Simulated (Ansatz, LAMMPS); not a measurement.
**What do other settings change for glassy 84SiO2-16BaO (mol %) (71 atoms)?**

Density of this cell: 3.13 g/cm³. The cell holds 71 atoms: 21 Si, 4 Ba and 46 O. Its edges and angles: a = 9.980 Å, b = 9.980 Å, c = 9.980 Å, α = 90.0°, β = 90.0°, γ = 90.0°. 71 atoms (21 Si, 4 Ba, 46 O) placed at random at 2.83 g/cm³, melted at 4000 K for 10 ps at fixed volume with the Morse and Coulomb pair potential with partial charges (Pedone, Malavasi, Menziani, Cormack and Segre, J. Phys. Chem. B 110, 11780 (2006)). Quenched from 4000 K to 300 K at 200 K/ps and fixed volume, held 10 ps at zero pressure, then minimised at fixed cell.

Geometry: as built.

Reference run: Kohn-Sham DFT, PBE, PAW (set soft_2), plane waves (Ansatz 0.2.0), cutoff 750 eV, Γ point, fixed occupations.

| Quantity | Value |
| --- | --- |
| r.m.s. force component | 1.053 eV/Å |
| gap (highest filled to lowest empty level) | 2.606 eV |
| SCF cycles | 9 |
| time | 9 s on 4 threads of Intel Xeon Platinum 8559C (Emerald Rapids), shared host |

Variants, in no order:
A. support functions medium, spacing 0.33 Å
B. support functions medium, spacing 0.147 Å
C. support functions medium, spacing 0.275 Å

**Question.** Rank the variants by how far their forces lie from the reference's, least first.

B, C, A.

| variant | Δ force, r.m.s. (meV/Å) | share of r.m.s. force (%) | time over the reference's |
| --- | --- | --- | --- |
| B. support functions medium, spacing 0.147 Å | 0.513 | 0.0487 | 11 |
| C. support functions medium, spacing 0.275 Å | 3.02 | 0.287 | 5.6 |
| A. support functions medium, spacing 0.33 Å | 28.0 | 2.66 | 3.7 |

[Hosts, paths, dates, database ids (printed as entryN), source tags and the programs' standing remarks are cut or masked in the printed files.]
